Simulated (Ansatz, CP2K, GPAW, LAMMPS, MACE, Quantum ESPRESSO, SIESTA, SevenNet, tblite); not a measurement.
**Other levels on 47In2O3-53ZnO (mol %) with crystalline order left by the classical run (65 atoms)**

Density of this cell: 6.51 g/cm³. The cell holds 65 atoms: 18 In, 10 Zn and 37 O. Its edges and angles: a = 9.453 Å, b = 9.453 Å, c = 9.453 Å, α = 90.0°, β = 90.0°, γ = 90.0°. 65 atoms (18 Sc, 10 Zn, 37 O) placed at random at 4.13 g/cm³, melted at 5000 K for 10 ps at fixed volume with the Morse and Coulomb pair potential with partial charges (Pedone, Malavasi, Menziani, Cormack and Segre, J. Phys. Chem. B 110, 11780 (2006)). Quenched from 5000 K to 300 K at 10 K/ps and fixed volume, held 10 ps at zero pressure, then minimised at fixed cell. Then Sc was replaced by In and the cell scaled by 1.027 (the potential has no terms for the new elements, so the cell is a start for a DFT relaxation).

Geometry: as built.

The reference, a calculation:

```
method                 : Kohn-Sham DFT, PBE, SSSP efficiency 1.3.0 pseudopotentials, plane waves (Quantum ESPRESSO 7.5); sssp-pbe-1.3.0-efficiency, cutoffs 60/480 Ry, Γ point
r.m.s. force component : 0.2946 eV/Å
longest force          : 1.109 eV/Å
pressure               : 2.265 GPa
time                   : 2.6 min on 4 MPI ranks of Arm Neoverse V2, shared host
CPU time               : 11 min
```

Runs, in no order:
A. CP2K PBE, SZV-MOLOPT-SR, 800/50 Ry, diagonalisation: Kohn-Sham DFT, PBE, GTH-PBE pseudopotentials, Gaussian and plane waves, SZV-MOLOPT-SR-GTH, diagonalisation
B. GPAW PBE, LCAO sz(dzp), h 0.18 Å: Kohn-Sham DFT, PBE, PAW, atomic orbitals (sz(dzp))
C. SIESTA PBE, DZP, shift 0.01 Ry, mesh 100 Ry: Kohn-Sham DFT, PBE, PseudoDojo 0.4.1 norm-conserving pseudopotentials (converted to PSML), numerical atomic orbitals (DZP), diagonalisation
D. GPAW PBE, LCAO dzp, h 0.18 Å, other mixer settings: Kohn-Sham DFT, PBE, PAW, atomic orbitals (dzp)

Q: Order them from the smallest to the largest r.m.s. force difference.

D, C, B, A.

```csv
run,"Δ force, r.m.s. (meV/Å)",share of r.m.s. force (%),CPU time
"D. GPAW PBE, LCAO dzp, h 0.18 Å, other mixer settings",59.2,20.1,4.7 min
"C. SIESTA PBE, DZP, shift 0.01 Ry, mesh 100 Ry",94.6,32.1,66 s
"B. GPAW PBE, LCAO sz(dzp), h 0.18 Å",161,54.8,99 s
"A. CP2K PBE, SZV-MOLOPT-SR, 800/50 Ry, diagonalisation",243,82.7,4.8 min
```

The network of bonds at the start is that of the classical potential that made the cell, and needn't be the one that DFT or experiment would give. The electronic-structure runs sample only Γ, in a cell whose shortest periodic width is 9 Å.

[Logs are printed without paths, hosts, clocks, repeated set-up lines and the standing remarks that a program may print on its own settings, such as how far it seeks lower states.]

[Hosts, paths, dates, database ids (printed as entryN), source tags and the programs' standing remarks are cut or masked in the printed files.]
